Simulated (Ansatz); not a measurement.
# HfSiO4 (Hafnon, I4_1/amd): lattice thermal conductivity, part 2 of 2

Wanted: κ(T), lifetimes and mean free paths for HfSiO4 (Hafnon).

Ansatz 0.2.0; DFT LDA, scalar-relativistic, plane waves, PAW; PAW set soft_1.

So far. Step 2 (A first coarse run): The start is under -4.8 GPa at this level and looks like an insulator or semiconductor on this mesh. Step 4 (Tight relaxation): The residual pressure is -0.0034 GPa, small enough for phonons. The relaxed cell has a = 6.524, c = 5.923 Å (conventional setting).

### 9. Third-order constants and the Boltzmann equation

Pairs of atoms inside the cutoff are displaced in a supercell, the forces give the cubic constants, and these give the three-phonon rates of the Boltzmann equation.

input.yaml

```yaml
crystal:
  lattice:
    - [-3.2619649915, 3.2619649915, 2.9616037083]
    - [3.2619649915, -3.2619649915, 2.9616037083]
    - [3.2619649915, 3.2619649915, -2.9616037083]
  atoms:
    - { symbol: Hf, position: [0.75, 0.25, 0.5] }
    - { symbol: Hf, position: [0.0, 0.0, 0.0] }
    - { symbol: Si, position: [0.25, 0.75, 0.5] }
    - { symbol: Si, position: [0.5, 0.5, 0.0] }
    - { symbol: O, position: [0.1330008516, 0.3180574533, 0.8149433983] }
    - { symbol: O, position: [0.0680574533, 0.753114055, 0.6850566017] }
    - { symbol: O, position: [0.503114055, 0.3180574533, 0.1850566017] }
    - { symbol: O, position: [0.0680574533, 0.3830008516, 0.3149433983] }
    - { symbol: O, position: [0.6169991484, 0.9319425467, 0.6850566017] }
    - { symbol: O, position: [0.6819425467, 0.8669991484, 0.1850566017] }
    - { symbol: O, position: [0.246885945, 0.9319425467, 0.3149433983] }
    - { symbol: O, position: [0.6819425467, 0.4968859451, 0.8149433983] }
kpoints:
  mp_grid: { grid: [6, 6, 6] }
hamiltonian:
  xc: lda
  pseudopotentials: { kind: paw, azcp: { folder: soft_1 }, xc_functional: pbe }
scf:
  occupations: { method: fixed }
  lower_state_search: "off"
output:
  eigenvalues: true
phonons:
  method: fd
  dielectric: true
  supercell: [2, 2, 2]
  temperatures: { t_max: 1000, t_step: 50 }
  qpath:
    path:
      - [[0.0, 0.0, 0.0], [0.0, 0.0, 0.5], [-0.5, 0.5, 0.5], [0.0, 0.0, 0.0], [0.45607974, 0.45607974, -0.45607974], [0.25, 0.25, 0.25], [0.0, 0.5, 0.0], [-0.45607974, 0.54392026, 0.45607974], [-0.5, 0.5, 0.5]]
      - [[0.0, 0.0, 0.5], [0.25, 0.25, 0.25]]
    npoints: 10
  third_order: { supercell: [2, 2, 2], pair_cutoff: 2.884 }
  lattice_thermal_conductivity:
    qmesh: [11, 11, 11]
    temperatures: [100.0, 150.0, 200.0, 300.0, 400.0, 500.0, 600.0, 800.0]
    isotope_mass_variance:
      - { species: Hf, variance: 5.254e-05 }
      - { species: O, variance: 3.359e-05 }
      - { species: Si, variance: 0.0002007 }
```

Run with:

```sh
> ansatz run input.yaml --threads 18 --pin off --max-ram 92160MiB --backend cuda --events-out ev --progress --plain --runs-dir out --max-vram 78GiB
```

Run time: 35 min. Hardware: 1 × NVIDIA GB200 with 18 threads of Arm Neoverse V2, shared host; peak memory 4.6 GiB.

Numbers from this step:

```yaml
lowest_frequency_on_the_path: 0 cm⁻¹
zero_point_energy: 1.052 eV/cell
point_group: 4/mmm
highest_frequency: 1122 cm⁻¹
debye_temperature_from_the_second_moment: 1035 K
kappa_at_300_k_relaxation_time: 23.71 W/m/K
kappa_at_300_k_full_solution: 23.59 W/m/K
dipole_term: run
mean_free_path_at_half_of_kappa: 88.9 nm
share_of_kappa_above_the_three_lowest_branches: 0.211
third_order_blocks: 684
periodic_aliases_dropped: 0
largest_relative_sum_rule_correction: 0.3126
displaced_cells_third_order: 462
```

LO-TO term included. The phonon branches at the labelled points (cm⁻¹):

| point | branch 1 | branch 2 | branch 3 | branch 4 | branch 33 | branch 34 | branch 35 | branch 36 |
| --- | --- | --- | --- | --- | --- | --- | --- | --- |
| Γ | 0 | 0 | 0 | 130 | 981 | 997 | 1032 | 1034 |
| halfway | 70 | 90 | 115 | 145 | 973 | 1001 | 1026 | 1032 |
| X | 116 | 116 | 144 | 144 | 1010 | 1010 | 1012 | 1012 |
| halfway | 115 | 115 | 130 | 130 | 968 | 968 | 1056 | 1056 |
| M | 80 | 80 | 142 | 142 | 950 | 950 | 1073 | 1073 |
| halfway | 64 | 95 | 142 | 152 | 958 | 1000 | 1030 | 1056 |
| Γ | 0 | 0 | 0 | 130 | 981 | 997 | 1032 | 1034 |
| halfway | 86 | 86 | 144 | 144 | 952 | 962 | 1013 | 1122 |
| Z | 82 | 82 | 136 | 153 | 948 | 952 | 1059 | 1087 |
| halfway | 120 | 120 | 137 | 150 | 961 | 968 | 1012 | 1093 |
| P | 134 | 134 | 157 | 157 | 961 | 961 | 1046 | 1046 |
| halfway | 119 | 132 | 146 | 155 | 961 | 974 | 1009 | 1085 |
| N | 93 | 134 | 144 | 145 | 960 | 972 | 1005 | 1101 |
| halfway | 92 | 124 | 143 | 144 | 956 | 961 | 1019 | 1103 |
| Z1 | 82 | 82 | 136 | 153 | 948 | 952 | 1059 | 1087 |
| halfway | 80 | 80 | 138 | 147 | 949 | 951 | 1066 | 1080 |
| M | 80 | 80 | 142 | 142 | 950 | 950 | 1073 | 1073 |
| jump to X | 116 | 116 | 144 | 144 | 1010 | 1010 | 1012 | 1012 |
| halfway | 126 | 126 | 150 | 150 | 976 | 976 | 1038 | 1038 |
| P | 134 | 134 | 157 | 157 | 961 | 961 | 1046 | 1046 |

W/m/K. Kappa, by row:

| T (K) | RTA xx | RTA yy | RTA zz | full xx | full yy | full zz | coherence part xx | coherence part yy | coherence part zz | ending | iterations | least Ritz value |
| --- | --- | --- | --- | --- | --- | --- | --- | --- | --- | --- | --- | --- |
| 100 | 132.6 | 132.6 | 112.6 | 131.7 | 131.7 | 112.8 | 0.04559 | 0.04559 | 0.06872 | converged | 6 | 0.8 |
| 150 | 63.22 | 63.22 | 55.11 | 62.83 | 62.83 | 54.88 | 0.1138 | 0.1138 | 0.1471 | converged | 6 | 0.805 |
| 200 | 40.98 | 40.98 | 36.27 | 40.76 | 40.76 | 36.06 | 0.1789 | 0.1789 | 0.208 | converged | 6 | 0.81 |
| 300 | 24.5 | 24.5 | 22.13 | 24.39 | 24.39 | 21.98 | 0.2832 | 0.2832 | 0.3085 | converged | 6 | 0.817 |
| 400 | 17.82 | 17.82 | 16.33 | 17.75 | 17.75 | 16.22 | 0.3589 | 0.3589 | 0.3907 | converged | 6 | 0.82 |
| 500 | 14.16 | 14.16 | 13.12 | 14.12 | 14.12 | 13.04 | 0.415 | 0.415 | 0.4568 | converged | 6 | 0.822 |
| 600 | 11.83 | 11.83 | 11.05 | 11.8 | 11.8 | 10.99 | 0.4578 | 0.4578 | 0.5098 | converged | 6 | 0.823 |
| 800 | 8.997 | 8.997 | 8.509 | 8.977 | 8.977 | 8.47 | 0.5185 | 0.5185 | 0.589 | converged | 6 | 0.824 |

Table of lattice thermal conductivity by temperature:

| temperature (K) | RTA xx (W/m/K) | RTA zz (W/m/K) | full xx (W/m/K) | full zz (W/m/K) |
| --- | --- | --- | --- | --- |
| 100 | 133 | 113 | 132 | 113 |
| 150 | 63.2 | 55.1 | 62.8 | 54.9 |
| 200 | 41.0 | 36.3 | 40.8 | 36.1 |
| 300 | 24.5 | 22.1 | 24.4 | 22.0 |
| 400 | 17.8 | 16.3 | 17.8 | 16.2 |
| 500 | 14.2 | 13.1 | 14.1 | 13.0 |
| 600 | 11.8 | 11.1 | 11.8 | 11.0 |
| 800 | 9.00 | 8.51 | 8.98 | 8.47 |

The modes has structure finer than the step of the table below, so its rows give means over 25 cm⁻¹, whole bins alone (the curve runs from -10 to 1165 cm⁻¹). Peaks (cm⁻¹: height): Hf 145.2: 0.0673; O 256.1: 0.0674, 359.6: 0.0866, 514.9: 0.0602, 633.1: 0.0286, 951.0: 0.0729; Si 359.6: 0.0204, 448.3: 0.0138, 507.5: 0.0110, 633.1: 0.0130, 891.9: 0.0158, 936.2: 0.0155, 1017.5: 0.0113.

Phonopy on the run's constants, 13x13x13 mesh, Gaussian sigma 8.4 cm⁻¹. Table of modes by wavenumber; means over each step; values in 1/cm⁻¹/cell:

| wavenumber (cm⁻¹) | Hf | O | Si |
| --- | --- | --- | --- |
| 25 | 8.0e-4 | 2.7e-4 | 1.2e-4 |
| 50 | 0.00330 | 9.8e-4 | 4.4e-4 |
| 75 | 0.0114 | 0.00251 | 0.00117 |
| 100 | 0.0241 | 0.00399 | 0.00180 |
| 125 | 0.0416 | 0.00701 | 0.00236 |
| 150 | 0.0580 | 0.0141 | 0.00366 |
| 175 | 0.0410 | 0.0231 | 0.00316 |
| 200 | 0.0185 | 0.0371 | 0.00360 |
| 225 | 0.00733 | 0.0450 | 0.00471 |
| 250 | 0.00824 | 0.0605 | 0.00621 |
| 275 | 0.00640 | 0.0464 | 0.00433 |
| 300 | 0.00187 | 0.0248 | 0.00240 |
| 325 | 0.00285 | 0.0387 | 0.00729 |
| 350 | 0.00484 | 0.0775 | 0.0182 |
| 375 | 0.00333 | 0.0728 | 0.0176 |
| 400 | 0.00144 | 0.0271 | 0.00850 |
| 425 | 2.6e-4 | 0.0152 | 0.00736 |
| 450 | 5.4e-4 | 0.0301 | 0.0126 |
| 475 | 5.0e-4 | 0.0319 | 0.00785 |
| 500 | 8.4e-4 | 0.0469 | 0.00960 |
| 525 | 7.6e-4 | 0.0490 | 0.00823 |
| 550 | 1.5e-4 | 0.0129 | 0.00172 |
| 575 | 6.0e-6 | 0.00111 | 1.1e-4 |
| 600 | 1.7e-4 | 0.00503 | 0.00269 |
| 625 | 5.8e-4 | 0.0233 | 0.0110 |
| 650 | 3.7e-4 | 0.0190 | 0.00854 |
| 675 | 9.1e-5 | 0.00613 | 0.00273 |
| 700 | 9.6e-7 | 9.1e-5 | 3.9e-5 |
| 725 | 0 | 0 | 0 |
| 750 | 0 | 0 | 0 |
| 775 | 0 | 0 | 0 |
| 800 | 0 | 0 | 0 |
| 825 | 0 | 0 | 0 |
| 850 | 0 | 1.2e-4 | 6.3e-5 |
| 875 | 1.5e-5 | 0.0126 | 0.00682 |
| 900 | 6.0e-5 | 0.0255 | 0.0120 |
| 925 | 9.8e-5 | 0.0351 | 0.0109 |
| 950 | 2.1e-4 | 0.0688 | 0.0127 |
| 975 | 1.2e-4 | 0.0374 | 0.00798 |
| 1000 | 3.5e-5 | 0.0149 | 0.00762 |
| 1025 | 2.9e-5 | 0.0156 | 0.00844 |
| 1050 | 3.0e-5 | 0.00787 | 0.00412 |
| 1075 | 2.7e-5 | 0.00924 | 0.00518 |
| 1100 | 1.9e-5 | 0.00845 | 0.00502 |
| 1125 | 2.1e-6 | 0.00179 | 0.00111 |
| 1150 | 0 | 1.6e-5 | 1.2e-5 |

Distinct triplets, nearest first. Third order norms, by row:

| sites | side 1 (Å) | side 2 (Å) | side 3 (Å) | norm of the 27 components (eV/Å³) |
| --- | --- | --- | --- | --- |
| Hf-Hf-Hf | 0 | 0 | 0 | 15.9 |
| Si-Si-Si | 0 | 0 | 0 | 407 |
| O-O-O | 0 | 0 | 0 | 158.7 |
| Si-Si-O | 0 | 1.62 | 1.62 | 183.8 |
| Si-O-O | 0 | 1.62 | 1.62 | 181 |
| Hf-O-O | 0 | 2.09 | 2.09 | 48.25 |
| Hf-O-Hf | 0 | 2.09 | 2.09 | 49.02 |
| Hf-O-O | 0 | 2.24 | 2.24 | 27.19 |
| Hf-O-Hf | 0 | 2.24 | 2.24 | 28.64 |
| Si-O-O | 1.62 | 1.62 | 2.41 | 2.777 |
| Hf-O-O | 2.24 | 2.24 | 2.41 | 1.628 |
| O-O-O | 0 | 2.41 | 2.41 | 15.11 |
| Hf-O-O | 2.09 | 2.24 | 2.44 | 1.748 |
| O-O-O | 0 | 2.44 | 2.44 | 9.663 |
| Si-O-O | 1.62 | 1.62 | 2.75 | 2.35 |
| O-O-O | 0 | 2.75 | 2.75 | 6.555 |
| O-O-O | 2.41 | 2.75 | 2.75 | 0.477 |
| Hf-O-O | 2.09 | 2.24 | 2.81 | 1.159 |
| O-O-O | 0 | 2.81 | 2.81 | 3.961 |
| O-O-O | 0 | 2.81 | 2.81 | 4.214 |
| O-O-O | 2.41 | 2.81 | 2.81 | 0.55 |

Born charge (rows field, columns displacement) (e), principal values of the symmetric part by kind of site:

| atom | atoms with these values | low | middle | high | mean |
| --- | --- | --- | --- | --- | --- |
| Hf1 | 2 | 4.58 | 5.28 | 5.28 | 5.05 |
| Si3 | 2 | 3.20 | 3.20 | 4.34 | 3.58 |
| O5 | 8 | -3.16 | -2.16 | -1.15 | -2.16 |

In full for Hf1:

```
5.28 0.00 0.00
0.00 5.28 0.00
0.00 0.00 4.58
```

RTA, 300 K. Kappa by branch, by row:

| branch (by rank) | mean frequency (THz) | mean rms speed (km/s) | median lifetime (ps) | share of kappa |
| --- | --- | --- | --- | --- |
| 1 | 2.81 | 2.59 | 22.2 | 0.358 |
| 2 | 3.34 | 2.42 | 11.5 | 0.243 |
| 3 | 4.09 | 1.59 | 6.2 | 0.188 |
| 4 | 4.41 | 0.97 | 4.91 | 0.011 |
| 5 | 4.96 | 1.64 | 4.81 | 0.03 |
| 6 | 5.38 | 1.34 | 5.22 | 0.016 |
| 7 | 5.85 | 1.79 | 4.17 | 0.024 |
| 8 | 6.36 | 1.91 | 3.29 | 0.02 |
| 9 | 6.73 | 1.62 | 3 | 0.013 |
| 10 | 7.28 | 1.23 | 3.47 | 0.008 |
| 11 | 7.72 | 0.82 | 3.52 | 0.004 |
| 12 | 8.08 | 1.03 | 3.23 | 0.006 |
| 13 | 8.74 | 1.69 | 4 | 0.016 |
| 14 | 9.82 | 1.38 | 1.36 | 0.008 |
| 15 | 10.24 | 1.01 | 1.33 | 0.004 |
| 16 | 10.53 | 1.14 | 1.07 | 0.003 |
| 17 | 10.81 | 1 | 1.13 | 0.002 |
| 18 | 11.04 | 0.91 | 1.21 | 0.001 |

Table of spectral kappa at 300 K by frequency; read off at these points; values in W/m/K/THz:

| frequency (THz) | relaxation time (W/m/K/THz) | full solution (W/m/K/THz) |
| --- | --- | --- |
| 0.5 | 1.42 | 1.41 |
| 1.5 | 5.76 | 5.73 |
| 2.5 | 6.73 | 6.71 |
| 3.5 | 4.18 | 4.15 |
| 5.5 | 0.956 | 0.961 |
| 6.5 | 0.859 | 0.851 |
| 7.5 | 0.458 | 0.443 |
| 8.5 | 0.396 | 0.378 |
| 9.5 | 0.251 | 0.248 |
| 10.5 | 0.194 | 0.197 |
| 11.5 | 0.106 | 0.0906 |
| 13.5 | 0.311 | 0.322 |
| 14.5 | 0.108 | 0.108 |
| 15.5 | 0.0968 | 0.0992 |
| 16.5 | 0.0101 | 0.0107 |
| 17.5 | 2.5e-4 | 1.6e-4 |
| 18.5 | 0.0287 | 0.0278 |
| 19.5 | 0.0335 | 0.0335 |
| 20.5 | 3.5e-4 | 3.6e-4 |
| 22.5 | 0 | 0 |
| 23.5 | 0 | 0 |
| 24.5 | 0 | 0 |
| 25.5 | 0 | 0 |
| 26.5 | 0.0126 | 0.0129 |
| 27.5 | 0.0648 | 0.0658 |
| 28.5 | 0.0669 | 0.0684 |
| 30.5 | 0.0352 | 0.0359 |
| 31.5 | 0.0233 | 0.0239 |
| 32.5 | 0.0137 | 0.0149 |
| 33.5 | 0.00181 | 0.00183 |

Relaxation-time solution. The share of κ carried by shorter paths by mean free path:

| mean free path (nm) | 100 K | 300 K | 800 K |
| --- | --- | --- | --- |
| 0.316 | 0 | 0 | 0.004 |
| 0.464 | 0 | 0 | 0.012 |
| 1 | 0 | 0.004 | 0.047 |
| 1.47 | 0 | 0.011 | 0.08 |
| 2.15 | 0 | 0.021 | 0.14 |
| 3.16 | 0 | 0.033 | 0.202 |
| 6.81 | 0.001 | 0.104 | 0.28 |
| 10 | 0.002 | 0.153 | 0.312 |
| 14.7 | 0.004 | 0.189 | 0.371 |
| 31.6 | 0.019 | 0.258 | 0.569 |
| 46.4 | 0.039 | 0.322 | 0.67 |
| 68.1 | 0.065 | 0.42 | 0.77 |
| 100 | 0.085 | 0.531 | 0.844 |
| 215 | 0.146 | 0.763 | 0.965 |
| 316 | 0.218 | 0.824 | 0.985 |
| 464 | 0.332 | 0.897 | 1 |
| 1000 | 0.6 | 0.984 | 1 |
| 1470 | 0.745 | 1 | 1 |
| 2150 | 0.83 | 1 | 1 |
| 3160 | 0.876 | 1 | 1 |
| 6810 | 0.982 | 1 | 1 |
| 10000 | 1 | 1 | 1 |

300 K; a sample spread over frequency. Mode lifetimes, by row, the first 40 of 90 rows:

| q1 | q2 | q3 | branch | frequency (THz) | rms speed (km/s) | three-phonon rate (1/ps) | isotope rate (1/ps) | lifetime (ps) | mean free path (nm) |
| --- | --- | --- | --- | --- | --- | --- | --- | --- | --- |
| 0 | 0.0909 | 0 | 1 | 0.7 | 3.41 | 0.0061 | 3.23e-7 | 164 | 559 |
| 0.0909 | -0.0909 | 0.2727 | 1 | 2.377 | 3.28 | 0.0502 | 8.96e-5 | 19.9 | 65.2 |
| 0.3636 | 0.3636 | -0.3636 | 1 | 2.828 | 1.16 | 0.0386 | 6.98e-4 | 25.4 | 29.5 |
| 0 | 0.2727 | 0.0909 | 2 | 3.19 | 3.43 | 0.0592 | 5.59e-4 | 16.7 | 57.5 |
| 0 | 0.1818 | 0.2727 | 2 | 3.605 | 3.55 | 0.0939 | 9.59e-4 | 10.5 | 37.4 |
| 0 | 0 | 0 | 4 | 3.913 | 0 | 0.4 | 6.13e-5 | 2.5 | 0 |
| 0.3636 | 0.4545 | -0.4545 | 3 | 4.117 | 1.18 | 0.146 | 0.00335 | 6.69 | 7.9 |
| 0.1818 | -0.1818 | 0.2727 | 3 | 4.268 | 0.82 | 0.272 | 0.00471 | 3.61 | 2.96 |
| 0.0909 | 0.3636 | 0.0909 | 3 | 4.356 | 0.24 | 0.168 | 0.00701 | 5.71 | 1.37 |
| 0.0909 | 0.2727 | 0.0909 | 4 | 4.451 | 0.59 | 0.191 | 0.00426 | 5.13 | 3.04 |
| 0.1818 | 0.2727 | 0.2727 | 3 | 4.593 | 1.27 | 0.0851 | 0.00253 | 11.4 | 14.4 |
| 0.0909 | 0.0909 | -0.0909 | 5 | 4.835 | 0.76 | 0.149 | 0.00194 | 6.64 | 5.05 |
| 0.2727 | 0.2727 | -0.2727 | 5 | 5.074 | 1.76 | 0.234 | 0.00215 | 4.24 | 7.49 |
| 0 | 0.4545 | -0.2727 | 6 | 5.213 | 0.87 | 0.195 | 0.00347 | 5.04 | 4.39 |
| 0.0909 | 0.4545 | -0.4545 | 6 | 5.37 | 1.66 | 0.379 | 8.65e-4 | 2.63 | 4.37 |
| 0.0909 | 0.3636 | 0.2727 | 6 | 5.567 | 1.36 | 0.278 | 0.00142 | 3.58 | 4.88 |
| 0.0909 | 0.1818 | -0.1818 | 9 | 5.727 | 1.56 | 0.461 | 0.00164 | 2.16 | 3.38 |
| 0.0909 | -0.4545 | -0.3636 | 7 | 5.969 | 0.9 | 0.423 | 0.0014 | 2.35 | 2.12 |
| 0 | 0.2727 | 0 | 9 | 6.229 | 1.92 | 0.431 | 0.00166 | 2.31 | 4.44 |
| 0.0909 | -0.0909 | 0.1818 | 8 | 6.456 | 1.21 | 0.389 | 0.00172 | 2.56 | 3.1 |
| 0 | 0.3636 | 0.2727 | 9 | 6.653 | 1.54 | 0.25 | 0.00226 | 3.97 | 6.12 |
| 0.2727 | -0.2727 | 0.4545 | 7 | 6.903 | 2.55 | 0.175 | 0.00213 | 5.63 | 14.4 |
| 0.2727 | 0.4545 | -0.4545 | 9 | 7.166 | 2.94 | 0.284 | 0.00251 | 3.49 | 10.3 |
| 0 | 0.0909 | 0.0909 | 10 | 7.313 | 0.57 | 0.232 | 0.00421 | 4.23 | 2.43 |
| 0 | 0.2727 | -0.1818 | 10 | 7.506 | 0.94 | 0.243 | 0.00251 | 4.07 | 3.83 |
| 0 | 0.1818 | 0 | 11 | 7.648 | 0.46 | 0.282 | 0.00628 | 3.47 | 1.61 |
| 0.1818 | -0.3636 | 0.4545 | 11 | 7.735 | 1.48 | 0.261 | 0.00747 | 3.72 | 5.5 |
| 0 | 0.0909 | 0.3636 | 12 | 7.828 | 1.34 | 0.254 | 0.00432 | 3.87 | 5.17 |
| 0 | 0.1818 | -0.0909 | 13 | 7.985 | 1.41 | 0.325 | 0.00289 | 3.05 | 4.29 |
| 0.0909 | -0.2727 | 0.2727 | 12 | 8.155 | 2.44 | 0.373 | 0.00327 | 2.66 | 6.48 |
| 0.0909 | 0.3636 | -0.2727 | 13 | 8.356 | 1.51 | 0.242 | 0.00134 | 4.1 | 6.2 |
| 0.1818 | 0.4545 | -0.4545 | 13 | 8.821 | 1.75 | 0.229 | 0.00407 | 4.3 | 7.53 |
| 0 | 0 | 0.2727 | 13 | 9.193 | 0.77 | 0.784 | 1.66e-4 | 1.28 | 0.985 |
| 0 | 0.0909 | 0.2727 | 14 | 9.685 | 2.21 | 0.701 | 0.00192 | 1.42 | 3.15 |
| 0.0909 | 0.3636 | -0.3636 | 14 | 9.933 | 0.86 | 0.813 | 0.0071 | 1.22 | 1.05 |
| 0.0909 | 0.3636 | -0.2727 | 14 | 10.09 | 1.48 | 0.755 | 0.00565 | 1.31 | 1.95 |
| 0.1818 | -0.2727 | 0.4545 | 16 | 10.27 | 0.91 | 0.949 | 0.00503 | 1.05 | 0.949 |
| 0 | 0.1818 | 0.1818 | 15 | 10.39 | 1.26 | 0.587 | 0.0114 | 1.67 | 2.11 |
| 0.0909 | 0.3636 | -0.3636 | 15 | 10.51 | 0.33 | 0.775 | 0.0112 | 1.27 | 0.424 |
| 0 | 0.4545 | -0.3636 | 16 | 10.62 | 1.41 | 0.691 | 0.00858 | 1.43 | 2.01 |

Without the LO-TO term. Gamma linewidths, by row:

| branch | frequency (cm⁻¹) | three-phonon rate (1/ps) | isotope rate (1/ps) | FWHM (cm⁻¹) |
| --- | --- | --- | --- | --- |
| 4 | 130.5 | 0.4 | 6.13e-5 | 2.12 |
| 5 | 161.3 | 0.441 | 0.00121 | 2.35 |
| 6 | 165.1 | 0.117 | 0.00218 | 0.634 |
| 7 | 165.1 | 0.117 | 0.00218 | 0.634 |
| 8 | 206 | 0.356 | 0.00135 | 1.9 |
| 9 | 206 | 0.356 | 0.00135 | 1.9 |
| 10 | 245.6 | 0.238 | 0.00414 | 1.28 |
| 11 | 253.4 | 0.319 | 0.00306 | 1.71 |
| 12 | 253.4 | 0.319 | 0.00306 | 1.71 |
| 13 | 255.4 | 0.152 | 0.00746 | 0.849 |
| 14 | 299.3 | 0.635 | 4.27e-4 | 3.37 |
| 15 | 355.4 | 0.917 | 0.0127 | 4.94 |
| 16 | 355.4 | 0.917 | 0.0127 | 4.94 |
| 17 | 379.2 | 1.46 | 0.00632 | 7.78 |
| 18 | 379.2 | 1.46 | 0.00632 | 7.78 |
| 19 | 396.2 | 0.181 | 3.10e-4 | 0.963 |
| 20 | 398.1 | 0.465 | 0.00379 | 2.49 |
| 21 | 414.6 | 0.254 | 0.00363 | 1.37 |
| 22 | 414.6 | 0.254 | 0.00363 | 1.37 |
| 23 | 440.1 | 0.858 | 0.00285 | 4.57 |
| 24 | 529.6 | 1.01 | 0.0132 | 5.46 |
| 25 | 529.6 | 1.01 | 0.0132 | 5.46 |
| 26 | 564.6 | 1.93 | 0 | 10.2 |
| 27 | 589.6 | 0.787 | 0 | 4.18 |
| 28 | 629.3 | 1.13 | 0.0714 | 6.38 |
| 29 | 881.9 | 0.995 | 0.0661 | 5.63 |
| 30 | 881.9 | 0.995 | 0.0661 | 5.63 |
| 31 | 937.4 | 0.438 | 0.141 | 3.07 |
| 32 | 937.4 | 0.438 | 0.141 | 3.07 |
| 33 | 949.6 | 1.31 | 0.0729 | 7.33 |
| 34 | 980.6 | 0.675 | 0.0188 | 3.68 |
| 35 | 997 | 0.164 | 0.0225 | 0.989 |
| 36 | 1034 | 0.365 | 0.0325 | 2.11 |

W/m/K, third of the trace; RTA populations with a boundary rate v/L added to each mode (Matthiessen's rule). Kappa by grain size, by row:

| T (K) | bulk | 10 nm | 30 nm | 100 nm | 300 nm | 1000 nm | 10000 nm | 100000 nm |
| --- | --- | --- | --- | --- | --- | --- | --- | --- |
| 100 | 125.9 | 4.044 | 9.806 | 22.63 | 42.51 | 71.15 | 113.4 | 124.4 |
| 300 | 23.42 | 4.708 | 8.049 | 12.74 | 17.08 | 20.58 | 23.05 | 23.38 |
| 600 | 11.09 | 3.705 | 5.602 | 7.806 | 9.418 | 10.44 | 11.02 | 11.09 |

W/m/K, third of the trace; RTA populations with the isotope rates scaled. Kappa by mass disorder, by row:

| T (K) | no isotopes | as typed | variance x 3 | variance x 10 | variance x 30 |
| --- | --- | --- | --- | --- | --- |
| 100 | 132 | 125.9 | 116.3 | 96.01 | 70.8 |
| 300 | 23.63 | 23.42 | 23.05 | 21.95 | 19.66 |
| 600 | 11.17 | 11.09 | 10.97 | 10.63 | 9.937 |

At 300 K the relaxation-time value is 23.7 W/(m K).

### 10. Summary of results

* highest frequency: 1122 cm⁻¹
* Debye temperature from the second moment: 1035 K
* κ at 300 K (relaxation time): 23.71 W/m/K
* κ at 300 K (full solution): 23.59 W/m/K
* mean free path at half of κ: 88.9 nm
* share of κ above the three lowest branches: 0.211

What this shows: The lattice of HfSiO4 (Hafnon) conducts 23.6 W/(m K) at 300 K by LDA (mean over directions, full solution). The full solution lies -1 % from the relaxation-time value at 300 K, so the relaxation-time approximation serves here. Above 300 K the relaxation-time κ falls as T^-1.02, near the 1/T law of three-phonon scattering. Grains of 100 nm would keep 54 % of the bulk value at 300 K, and grains of 1 µm 88 %. Removing the natural isotope disorder raises κ at 300 K by 1 %. The sum rules changed one orbit of cubic constants by up to 31 %; by the manual a large change points to a short cutoff or, on a small and distant orbit, to noisy forces. The conductivities include the coherence part between close branches; the shares for grains, isotopes, branches and paths are of the relaxation-time populations alone. Cubic couplings among atoms farther apart than the pair cutoff are dropped, and neither the cutoff nor the q-mesh was shown to be converged here. The interpolation has no quadrupole term, so branches near the zone centre are less sure, since this crystal has sites that are not centres of inversion. The PAW files were made for PBE and are used here under another functional, for which the program regenerates the frozen cores.

[Logs are printed without paths, hosts, clocks, repeated set-up lines and the standing remarks that a program may print on its own settings, such as how far it seeks lower states.]

[Hosts, paths, dates, database ids (printed as entryN), source tags and the programs' standing remarks are cut or masked in the printed files.]

[A step with changed settings may run another functional than the one named; its input shows which.]
